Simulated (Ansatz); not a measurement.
**TiO2(110) slab (48 atoms): support functions against a reference**

Wanted: errors and times of a linear-scaling basis for TiO2(110) slab (48 atoms). A setting counts as converged where the r.m.s. difference of forces stays under 1 % of the r.m.s. force.

Main program and level: Ansatz 0.2.0; Kohn-Sham DFT, PBE, PAW (set soft_2), plane waves.

## 1. The structure

The cell holds 48 atoms: 16 Ti and 32 O. Its edges and angles: a = 5.918 Å, b = 6.497 Å, c = 24.279 Å, α = 90.0°, β = 90.0°, γ = 90.0°. It derives from TiO2 (rutile). Rutile TiO2 (cell 4.594, 4.594, 2.959, 90, 90, 90), (110) slab of 4 repeat layers, 2 x 1 surface cells, 12 Å of vacuum; every coordinate displaced by a Gaussian of 0.02 Å. Vacuum lies along c.

Before any run, some limits are plain. The cell is under 6 Å thick along one periodic direction, so every atom has periodic images of itself close by, which move with it and show among its neighbours and in g(r). Beside vacuum, support functions can miss their usual error bounds without a warning.

## 2. Plane-wave single point

The first run uses the default basis; a harder plane-wave run follows as the reference for the support functions.

Contents of input.yaml:

```yaml
crystal:
  lattice:
    - [5.918, 0.0, 0.0]
    - [0.0, 6.4969, 0.0]
    - [0.0, 0.0, 24.27914]
  atoms:
    - { symbol: Ti, position: [0.00201, 0.00252, 0.29926] }
    - { symbol: Ti, position: [0.25361, 0.49598, 0.2999] }
    - { symbol: O, position: [0.00374, 0.50334, 0.24746] }
    - { symbol: O, position: [0.0054, 0.5005, 0.35066] }
    - { symbol: O, position: [0.25163, 0.80585, 0.30007] }
    - { symbol: O, position: [0.24792, 0.19926, 0.29949] }
    - { symbol: Ti, position: [0.99826, 0.49973, 0.43224] }
    - { symbol: Ti, position: [0.24529, 0.00043, 0.43373] }
    - { symbol: O, position: [0.99943, 0.99926, 0.38094] }
    - { symbol: O, position: [0.00171, 0.99995, 0.48491] }
    - { symbol: O, position: [0.25014, 0.30333, 0.43375] }
    - { symbol: O, position: [0.25248, 0.69759, 0.43282] }
    - { symbol: Ti, position: [0.00491, 0.99299, 0.56519] }
    - { symbol: Ti, position: [0.2522, 0.50293, 0.56813] }
    - { symbol: O, position: [0.99791, 0.50334, 0.51588] }
    - { symbol: O, position: [0.99957, 0.49447, 0.61964] }
    - { symbol: O, position: [0.24647, 0.80868, 0.56475] }
    - { symbol: O, position: [0.24768, 0.19601, 0.56705] }
    - { symbol: Ti, position: [0.99906, 0.50472, 0.70004] }
    - { symbol: Ti, position: [0.24984, 0.99987, 0.69974] }
    - { symbol: O, position: [0.99607, 0.00501, 0.64954] }
    - { symbol: O, position: [0.99495, 0.99955, 0.75143] }
    - { symbol: O, position: [0.25137, 0.30363, 0.70143] }
    - { symbol: O, position: [0.25749, 0.70075, 0.70013] }
    - { symbol: Ti, position: [0.50374, 0.00066, 0.30028] }
    - { symbol: Ti, position: [0.75715, 0.49483, 0.29995] }
    - { symbol: O, position: [0.5004, 0.50619, 0.24791] }
    - { symbol: O, position: [0.49003, 0.50643, 0.35139] }
    - { symbol: O, position: [0.74914, 0.80553, 0.30044] }
    - { symbol: O, position: [0.75866, 0.19347, 0.29989] }
    - { symbol: Ti, position: [0.50548, 0.50191, 0.43177] }
    - { symbol: Ti, position: [0.75239, 0.99878, 0.43246] }
    - { symbol: O, position: [0.50287, 0.99516, 0.38038] }
    - { symbol: O, position: [0.50531, 0.99878, 0.48444] }
    - { symbol: O, position: [0.7521, 0.30428, 0.43254] }
    - { symbol: O, position: [0.74892, 0.69385, 0.43271] }
    - { symbol: Ti, position: [0.50129, 0.99588, 0.56793] }
    - { symbol: Ti, position: [0.74682, 0.50064, 0.56801] }
    - { symbol: O, position: [0.50228, 0.49687, 0.51627] }
    - { symbol: O, position: [0.49494, 0.50131, 0.62074] }
    - { symbol: O, position: [0.749, 0.80425, 0.56732] }
    - { symbol: O, position: [0.74674, 0.19316, 0.56563] }
    - { symbol: Ti, position: [0.5034, 0.5013, 0.70062] }
    - { symbol: Ti, position: [0.7488, 0.99481, 0.70139] }
    - { symbol: O, position: [0.50655, 0.99994, 0.64713] }
    - { symbol: O, position: [0.49453, 0.00078, 0.75277] }
    - { symbol: O, position: [0.74845, 0.30727, 0.70021] }
    - { symbol: O, position: [0.75215, 0.69645, 0.70153] }
kpoints:
  mp_grid: { grid: [2, 2, 1] }
hamiltonian:
  xc: pbe
scf:
  occupations: { method: fixed }
output:
  forces: true
  populations: true
  dos:
    method: { smearing: { sigma: 0.1 } }
    de: 0.1
    projected: { site_lists: { O: [O], Ti: [Ti] } }
  eigenvalues: true
  write_density: true
  write_potential: true
  volumetric_format: npy
  elf: true
```

Launch:

```bash
> ansatz run input.yaml --threads 4 --pin off --max-ram 8192MiB --backend cpu --events-out ev --progress --plain --runs-dir out
```

Log:

```text
Engine: ansatz 0.2.0, aarch64-unknown-linux-gnu
Pseudopotentials: kind: paw
Pseudopotential: Ti, paw, valence charge 12, recommended cutoff 420 eV (normal), Ti.paw.azcp
Pseudopotential: O, paw, valence charge 6, recommended cutoff 420 eV (normal), O.paw.azcp
[... 5 lines on functional and potentials left out ...]
Crystal: 48 atoms, lattice volume = 933.500 Å³
Basis set: ecut = 420 eV, 18227 PW (Γ), exchange–correlation on 80×90×360 points (8 copies of the dense FFT grid, shifted against one another)
Bands: 240, of which v1, the nominal top of the filled ones, is band 192 counted from 1 (191 counted from 0)
Symmetry: 1 space group operations
Space group: P1 (ITA 1), of the structure as read, at distance tolerance 9.8e-5 Å
k-points: 4
[... 5 lines on functional and potentials left out ...]
Initial density: superposition of atomic densities (neutral atoms: chi_scale 0, normalization atom), corrected by the library's trained network
Initial wavefunctions: pseudopotential atomic-orbital guess
Functional: x = pbe(κ = 0.804, μ = 0.219515), c = pbe(β = 0.066725)
SCF iter   1: F=—  HF=-58211.314422 eV  |F-HF|=—  |Δ(HF+E_count)|=         —  Δρ=4.68e-3  dr2=8.15e-1  ethr=1.77e-3  ⟨swp⟩=4.2  Hψ=3435  notcnv=0  defer=170
preconditioner: auto → Resta (q_TF=auto, 2.353 Å⁻¹)  ε∞=5.4  [insulator: Δε(μ)=1.426 eV  Ē_g=9.236 eV  n_scr=222 (ndim 8)  ℏωp=19.4 eV  f_vac=0.446  ε∞_Penn≈5.4  vacuum switching on, ρ_ref=6.2e-3 e/Å³]
SCF iter   2: F=—  HF=-58211.236558 eV  |F-HF|=—  |Δ(HF+E_count)|=   7.79e-2  Δρ=4.13e-3  dr2=1.47e-1  ethr=2.12e-4  ⟨swp⟩=2.0  Hψ=1519  notcnv=0  defer=178
SCF iter   3: F=—  HF=-58211.224301 eV  |F-HF|=—  |Δ(HF+E_count)|=   1.23e-2  Δρ=2.06e-3  dr2=7.17e-2  ethr=3.83e-5  ⟨swp⟩=2.0  Hψ=1206  notcnv=0  defer=183
SCF iter   4: F=—  HF=-58211.218289 eV  |F-HF|=—  |Δ(HF+E_count)|=   6.01e-3  Δρ=7.74e-4  dr2=1.16e-2  ethr=1.87e-5  ⟨swp⟩=2.0  Hψ=1037  notcnv=0  defer=183
SCF iter   5: F=—  HF=-58211.217807 eV  |F-HF|=—  |Δ(HF+E_count)|=   4.82e-4  Δρ=3.94e-4  dr2=1.98e-3  ethr=3.02e-6  ⟨swp⟩=2.0  Hψ=1402  notcnv=0  defer=179
SCF iter   6: F=—  HF=-58211.217770 eV  |F-HF|=—  |Δ(HF+E_count)|=   3.70e-5  Δρ=1.46e-4  dr2=1.79e-4  ethr=5.14e-7  ⟨swp⟩=2.0  Hψ=1235  notcnv=0  defer=179
SCF iter   7: F=—  HF=-58211.217809 eV  |F-HF|=—  |Δ(HF+E_count)|=   3.85e-5  Δρ=9.75e-5  dr2=9.91e-5  ethr=4.65e-8  ⟨swp⟩=3.0  Hψ=1312  notcnv=0  defer=164
SCF iter   8: F=—  HF=-58211.217908 eV  |F-HF|=—  |Δ(HF+E_count)|=   9.91e-5  Δρ=3.03e-5  dr2=7.48e-6  ethr=2.58e-8  ⟨swp⟩=2.2  Hψ=1595  notcnv=0  defer=163
SCF iter   9: F=—  HF=-58211.217910 eV  |F-HF|=—  |Δ(HF+E_count)|=   2.03e-6  Δρ=1.77e-5  dr2=2.44e-6  ethr=1.95e-9  ⟨swp⟩=3.0  Hψ=1359  notcnv=0  defer=163
SCF iter  10: F=—  HF=-58211.217911 eV  |F-HF|=—  |Δ(HF+E_count)|=   1.12e-6  Δρ=1.05e-5  dr2=9.49e-7  ethr=6.36e-10  ⟨swp⟩=2.0  Hψ=1222  notcnv=0  defer=163
SCF iter  11: F=—  HF=-58211.217911 eV  |F-HF|=—  |Δ(HF+E_count)|=   5.40e-7  Δρ=4.06e-6  dr2=1.61e-7  ethr=2.47e-10  ⟨swp⟩=2.0  Hψ=1233  notcnv=0  defer=163
SCF iter  12: F=-58211.217912 eV  HF=-58211.217912 eV  |F-HF|=1.26e-8  |Δ(HF+E_count)|=   5.74e-8  Δρ=1.83e-6  dr2=3.69e-8  ethr=2.60e-11  ⟨swp⟩=19.2  Hψ=8229  notcnv=0
SCF 1 converged in 12 iterations: F = -58211.217912 eV  dr2 = 3.69e-8
  greatest PAW one-centre occupation: 0.999 electrons in one spin orbital (limit 2), on the Ti atom at site 31 (counted from 0), in its partial waves of l = 0
WARN: The output density's exchange-correlation potential varies sharply where the density is thin. Do not read a vacuum level from v_tot or v_xc, or from such a field of the output density. On a cell that repeats whose density bears no net charge and no dipole along the vacuum's axis use v_es (v_loc + v_h of the components); [...]
SCF converged after 12 iterations
Free energy (F): -58211.217912 eV
Harris-Foulkes:  -58211.217912 eV  (|F-HF|=1.26e-8)
Internal energy: -58211.217912 eV  (E = F + TS)
E sigma→0 (E₀):  -58211.217912 eV
Fermi energy:    1.868276 eV
--- Per-component energies (eV) ---
  E_band       = -5982.946702
  E_kinetic    = 9962.385229
  E_local      = -338010.367417  (includes V_loc(G=0)·N_el)
  E_nonlocal   = 1578.302347
  E_hartree    = 164638.955754
  E_xc         = -3936.130416
  E_vxc        = -4984.198111  (∫ρ·V_xc dr)
  E_paw        = -21776.237320  (= ΣΔE_a)
  E_vpaw       = -3807.002608  (= ΣTr[D̂ρ^β])
  E_aug_tail   = 0.080837  (compensation charges beyond the density's cutoff)
  E_ewald      = 129331.793076
  E_smearing   = -0.000000  (= −TS)
  E_closure    = 0.000000  (closes the sum)
  Σ components = -58211.217912   (vs F -58211.217912, Δ=0.00e0)
--- Forces (eV/Å), atoms counted from 1 ---
  atom   1  Ti     0.46486535    -0.72158353     2.57769229
  atom   2  Ti     0.22925861     0.71194665    -4.26450394
  atom   3  O     -0.70444975    -0.06237872     1.72379548
  atom   4  O     -0.52529387     0.05584694     2.61402531
  atom   5  O      0.03288065     2.02969475    -0.94086893
  atom   6  O      0.12580395    -2.25565876    -0.78006003
  atom   7  Ti     0.86307675    -0.07089451    -0.30082403
  atom   8  Ti     0.94897634     0.02202481     0.66486936
  atom   9  O      0.17573876     0.03603723    -1.56983481
  atom  10  O     -0.19320097    -0.07480717    -0.50629241
  atom  11  O     -0.02753474    -0.05588605    -0.03774649
  atom  12  O     -0.16476557    -0.05570386     0.17457979
  atom  13  Ti    -0.69433204     1.14603264     1.68964071
  atom  14  Ti    -0.43055112    -0.84325515    -1.28504897
[...]
atom  47  O      0.21165199     1.68012858     0.94620718
  atom  48  O     -0.00502650    -1.85178436     0.71677136
  max |Σ_I F_I| component: 7.41e-5 eV/Å
--- Band table (eV) ---
  k-point 0: bands = ["-55.9584", "-55.9129", "-55.8971", "-55.7854", [... 224 levels ...], "5.0431", "5.0909", "5.0982", "5.1063", "5.1740", "5.2335", "5.2373", "5.3283", "5.4793", "5.7624", "5.7964", "5.9596"]
[...]
--- Löwdin populations: 48 sites ---
  site symbol       q [e]
     0     Ti     10.5861
     1     Ti     10.6934
     2      O      6.6228
[...]
47      O      6.6318
  spilling = 0.003432 (of n_electrons = 384.000000)
```

Elapsed: 40 s, on 4 threads of Arm Neoverse V2, shared host; peak memory 4 GiB.

Reading the cycles: dr2 is the Hartree energy of the density residual (eV), the measure of convergence; HF is the Harris–Foulkes estimate of the energy, which meets the free energy F at convergence.

The program notes that the exchange-correlation potential is rough where the density is thin.

Read from the output:

| Quantity | Value |
| --- | --- |
| free energy | -58211.2179 eV |
| free energy per atom | -1212.7337 eV/atom |
| SCF cycles | 12 |
| r.m.s. force component | 1.153 eV/Å |
| longest force | 4.33 eV/Å |
| Fermi energy | 1.868 eV |
| gap (highest filled to lowest empty level) | 1.238 eV |
| potential in mid-vacuum, over the Fermi level | 6.977 eV |
| potential 4.5 Å over the upper face | 6.992 eV |
| potential 4.5 Å under the lower face | 6.963 eV |
| spilling of the projection | 0.003432 |

The r.m.s. force component of 1.2 eV/Å sets the scale for the differences below.

## 3. Plane waves at 750 eV (750 eV)

A harder cutoff gives the support functions a reference with less basis error.

input.yaml, the sections that differ from step 2:

```yaml
output:
  forces: true
  eigenvalues: true
basis:
  ecutwfc: "750 eV"
# crystal, kpoints, hamiltonian, scf: as in step 2
```

Log:

```text
[...]
Crystal: 48 atoms, lattice volume = 933.500 Å³
Basis set: ecut = 750 eV, 43571 PW (Γ), exchange–correlation on 108×120×450 points (8 copies of the dense FFT grid, shifted against one another)
Bands: 240, of which v1, the nominal top of the filled ones, is band 192 counted from 1 (191 counted from 0)
Symmetry: 1 space group operations
[...]
k-points: 4
[...]
SCF iter   1: F=—  HF=-58211.539249 eV  |F-HF|=—  |Δ(HF+E_count)|=         —  Δρ=4.76e-3  dr2=8.17e-1  ethr=1.77e-3  ⟨swp⟩=4.2  Hψ=3438  notcnv=0  defer=169
[...]
SCF iter   3: F=—  HF=-58211.446570 eV  |F-HF|=—  |Δ(HF+E_count)|=   1.36e-2  Δρ=2.08e-3  dr2=7.11e-2  ethr=3.98e-5  ⟨swp⟩=2.2  Hψ=1207  notcnv=0  defer=111
automatic band count: iteration 3 solves 222 bands in place of 240: the levels show a gap, and the empty bands left out lie too high to hold charge; the band table lists the bands solved (type scf.n_extra_bands for more)
SCF iter   4: F=—  HF=-58211.440478 eV  |F-HF|=—  |Δ(HF+E_count)|=   6.09e-3  Δρ=7.99e-4  dr2=1.23e-2  ethr=1.85e-5  ⟨swp⟩=2.0  Hψ=1070  notcnv=0  defer=112
SCF iter   5: F=—  HF=-58211.439924 eV  |F-HF|=—  |Δ(HF+E_count)|=   5.54e-4  Δρ=4.08e-4  dr2=2.00e-3  ethr=3.20e-6  ⟨swp⟩=2.0  Hψ=1387  notcnv=0  defer=107
[...]
SCF iter  11: F=—  HF=-58211.439570 eV  |F-HF|=—  |Δ(HF+E_count)|=   2.94e-7  Δρ=4.09e-6  dr2=1.61e-7  ethr=2.62e-10  ⟨swp⟩=2.0  Hψ=1240  notcnv=0  defer=90
SCF iter  12: F=-58211.439570 eV  HF=-58211.439570 eV  |F-HF|=1.09e-8  |Δ(HF+E_count)|=   5.37e-8  Δρ=1.77e-6  dr2=3.52e-8  ethr=2.60e-11  ⟨swp⟩=15.0  Hψ=4267  notcnv=0
SCF 1 converged in 12 iterations: F = -58211.439570 eV  dr2 = 3.52e-8
[...]
SCF converged after 12 iterations
Free energy (F): -58211.439570 eV
[...]
Internal energy: -58211.439570 eV  (E = F + TS)
E sigma→0 (E₀):  -58211.439570 eV
Fermi energy:    1.868194 eV
[...]
Σ components = -58211.439570   (vs F -58211.439570, Δ=0.00e0)
--- Forces (eV/Å), atoms counted from 1 ---
  atom   1  Ti     0.46469563    -0.72108923     2.57782689
  atom   2  Ti     0.22957118     0.71130964    -4.26316835
  atom   3  O     -0.70423373    -0.06237078     1.72391437
  atom   4  O     -0.52514181     0.05581351     2.61301773
[...]
atom  48  O     -0.00468882    -1.85119530     0.71661662
  max |Σ_I F_I| component: 4.07e-5 eV/Å
--- Band table (eV) ---
[...]
```

The job ended after 57 s (4 threads; peak memory 6 GiB; 3.6 min of CPU time).

The program notes that it cut back its work space to fit the memory limit.

Forces differ from the reference by 0.45 meV/Å r.m.s., 0.039 % of their size, well within a tolerance of 1 %; the energy by -4.6 meV/atom. It took roughly 1.4 times the reference's time (one timing each, with unlike analyses asked), in 12 cycles against 12.

## 4. Support functions medium

The cell is solved in localised support functions. Besides, the program derives a nominal cutoff of 464 eV for this run, against the reference's 750.

This step: Kohn-Sham DFT, PBE, PAW (set soft_2), localised support functions (medium) (Ansatz 0.2.0).

input.yaml, the sections that differ from step 3:

```yaml
scf:
  occupations: { method: fixed }
  eigensolver: { kind: { support_functions: { accuracy: medium } } }
  mixing: { beta: 0.2 }
  max_iter: 150
# crystal, kpoints, hamiltonian, output: as in step 3
# basis: removed
```

Log:

```text
Warning: scf.eigensolver.kind.support_functions: disabling space-group detection — the functions' gradient is summed over unrotated k-points, so no spatial operation reduces the k-mesh or symmetrises the density; time reversal is kept, so that k and −k are solved as one point where they differ and the mesh holds both, and exact exchange and, on two spinor components, a DFT+U term hold to it where the run has them: [...]
Warning: basis.ecutwfc = 464 eV, auto-derived: no grid that the accuracy of the support functions lays serves the files at the lower one that their records recommend; a deck with other species or settings can derive another value
settings of this run that can trade accuracy for cost: scf.eigensolver.kind.support_functions [...]
[...]
Crystal: 48 atoms, lattice volume = 933.500 Å³
Basis set: ecut = 464 eV, 21247 PW (Γ), exchange–correlation on 90×96×360 points (8 copies of the dense FFT grid, shifted against one another)
Bands: 231, of which v1, the nominal top of the filled ones, is band 192 counted from 1 (191 counted from 0)
Symmetry: 1 space group operations
k-points: 4
[...]
SCF iter   1: F=—  HF=-58279.340598 eV  |F-HF|=—  |Δ(HF+E_count)|=         —  Δρ=1.79e-1  dr2=3.26e2  ethr=1.00e-1
[...]
SCF iter  18: F=—  HF=-58211.471051 eV  |F-HF|=—  |Δ(HF+E_count)|=   4.04e-4  Δρ=1.29e-5  dr2=1.02e-6  ethr=9.08e-10  κ⁻¹=7.1e-6(r=7)
SCF iter  19: F=-58211.471052 eV  HF=-58211.471052 eV  |F-HF|=1.38e-9  |Δ(HF+E_count)|=   3.92e-7  Δρ=6.60e-6  dr2=3.02e-7  ethr=2.65e-10
SCF 1 converged in 19 iterations: F = -58211.478441 eV  dr2 = 3.02e-7
[...]
SCF converged after 19 iterations
Stability not checked: this state was not tested for a lower state beside it, because the mixer in use, unlike msr1, does not test its closes by its own steps (another_mixer; see scf.mixing.algorithm and scf.lower_state_search)
Free energy (F): -58211.478441 eV
[...]
Internal energy: -58211.478441 eV  (E = F + TS)
E sigma→0 (E₀):  -58211.478441 eV
Fermi energy:    1.868255 eV
[...]
Σ components = -58211.478441   (vs F -58211.478441, Δ=0.00e0)
--- Forces (eV/Å), atoms counted from 1 ---
  atom   1  Ti     0.46431614    -0.72059001     2.57760499
  atom   2  Ti     0.22997518     0.71109900    -4.26267793
  atom   3  O     -0.70410920    -0.06250239     1.72461748
  atom   4  O     -0.52515194     0.05568086     2.61267165
[...]
atom  48  O     -0.00470259    -1.85077784     0.71658701
  max |Σ_I F_I| component: 1.42e-3 eV/Å
--- Band table (eV) ---
[...]
```

Elapsed: 2.4 min, on 4 threads; peak memory 2.8 GiB; 8.9 min of CPU time.

The program notes that the band table was not solved further than the SCF left it and it switched symmetry off.

Keys that differ from the reference: basis.ecutwfc removed, support_functions.accuracy = "medium", scf.max_iter = 150 and scf.mixing.beta = 0.2.

Forces differ from the reference by 0.33 meV/Å r.m.s., 0.028 % of their size, well within a tolerance of 1 %; the energy by -0.81 meV/atom. It took 2.5 times the reference's time (shared host, so rough).

## 5. Support functions low

The cell is solved in localised support functions. Besides, the program derives a nominal cutoff of 420 eV for this run, against the reference's 750.

This step: Kohn-Sham DFT, PBE, PAW (set soft_2), localised support functions (low) (Ansatz 0.2.0).

input.yaml, the sections that differ from step 4:

```yaml
scf:
  occupations: { method: fixed }
  eigensolver: { kind: { support_functions: { accuracy: low } } }
  mixing: { beta: 0.2 }
  max_iter: 150
# crystal, kpoints, hamiltonian, output: as in step 4
```

Log:

```text
[...]
Crystal: 48 atoms, lattice volume = 933.500 Å³
Basis set: ecut = 420 eV, 18227 PW (Γ), exchange–correlation on 90×90×360 points (8 copies of the dense FFT grid, shifted against one another)
Bands: 231, of which v1, the nominal top of the filled ones, is band 192 counted from 1 (191 counted from 0)
Symmetry: 1 space group operations
k-points: 4
[...]
SCF iter   1: F=—  HF=-58279.338268 eV  |F-HF|=—  |Δ(HF+E_count)|=         —  Δρ=1.79e-1  dr2=3.26e2  ethr=1.00e-1
[...]
SCF iter  15: F=—  HF=-58211.469312 eV  |F-HF|=—  |Δ(HF+E_count)|=   6.13e-4  Δρ=7.19e-5  dr2=2.51e-5  ethr=2.01e-8  κ⁻¹=8.3e-6(r=7)
SCF iter  16: F=-58211.469864 eV  HF=-58211.469863 eV  |F-HF|=1.13e-6  |Δ(HF+E_count)|=   5.51e-4  Δρ=4.18e-5  dr2=8.19e-6  ethr=6.55e-9
SCF 1 converged in 16 iterations: F = -58211.478307 eV  dr2 = 8.19e-6
[...]
SCF converged after 16 iterations
[...]
Free energy (F): -58211.478307 eV
[...]
Internal energy: -58211.478307 eV  (E = F + TS)
E sigma→0 (E₀):  -58211.478307 eV
Fermi energy:    1.867772 eV
[...]
Σ components = -58211.478307   (vs F -58211.478307, Δ=0.00e0)
--- Forces (eV/Å), atoms counted from 1 ---
  atom   1  Ti     0.46431299    -0.72067203     2.57701541
  atom   2  Ti     0.22999634     0.71121187    -4.26331009
  atom   3  O     -0.70419473    -0.06248337     1.72509188
  atom   4  O     -0.52525462     0.05568599     2.61311670
[...]
atom  48  O     -0.00469669    -1.85099138     0.71631805
  max |Σ_I F_I| component: 1.46e-3 eV/Å
--- Band table (eV) ---
[...]
```

Elapsed: 2 min, on 4 threads; peak memory 2.7 GiB; 7.7 min of CPU time.

Keys that differ from the reference: basis.ecutwfc removed, support_functions.accuracy = "low", scf.max_iter = 150 and scf.mixing.beta = 0.2.

Forces differ from the reference by 0.36 meV/Å r.m.s., 0.032 % of their size, well within a tolerance of 1 %; the energy by -0.81 meV/atom. It took 2.1 times the reference's time (shared host, so rough).

(Continued in part 2 of 3.)

[Long decimals in the printed logs are rounded to 6 places.]

[Logs are printed without paths, hosts, clocks, repeated set-up lines and the standing remarks that a program may print on its own settings, such as how far it seeks lower states.]

[Hosts, paths, dates, database ids (printed as entryN), source tags and the programs' standing remarks are cut or masked in the printed files.]
